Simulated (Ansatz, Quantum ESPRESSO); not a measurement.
# Co(0001), 5 layers against a metal electrode: the electrode's level over the Fermi level at a withheld member of a series

Method. Quantum ESPRESSO 7.5, PBE, GBRV ultrasoft. The slab is relaxed neutral, then held. ESM with bc3: vacuum below and a metal electrode about 6 Å above the top atoms. Cold smearing of 0.02 Ry. Charges are set per cell from the starting area. The slabs take the lattice constants of the bulk relaxed by the same program. The series steps the charge of the slab (positive: electrons removed).

| charge of the slab | electrode's level over the Fermi level (eV) |
| --- | --- |
| 1 ×10¹³ e/cm² | 5.763 |
| 2 ×10¹³ e/cm² | 6.545 |
| 3 ×10¹³ e/cm² | 7.335 |
| 4.5 ×10¹³ e/cm² | 8.527 |
| 6 ×10¹³ e/cm² | 9.731 |
| 7 ×10¹³ e/cm² | 10.536 |

**Question.** What is the electrode's level over the Fermi level at 8 ×10¹³ e/cm²?

**Fit.** The rows at 6 ×10¹³ e/cm² and 7 ×10¹³ e/cm² give a slope of (10.536 − (9.731))/(7 − (6)) = 0.805, so a straight line gives 11.341 eV. A parabola through these and the row at 4.5 ×10¹³ e/cm² gives 11.343 eV.

**The withheld run.** 11.348 eV. The line misses by −0.007 and the parabola by −0.005 eV. Both misses are under 5 % of the step from the nearer row.

**Limits.** Vacuum fills the gap; ions don't answer the charge; added electrons can spill towards the electrode at the most negative charges. Charges count on the starting cell, which the relaxation changed by some per cent. Members without a usable value, or on the other side of zero field or charge, are not listed.
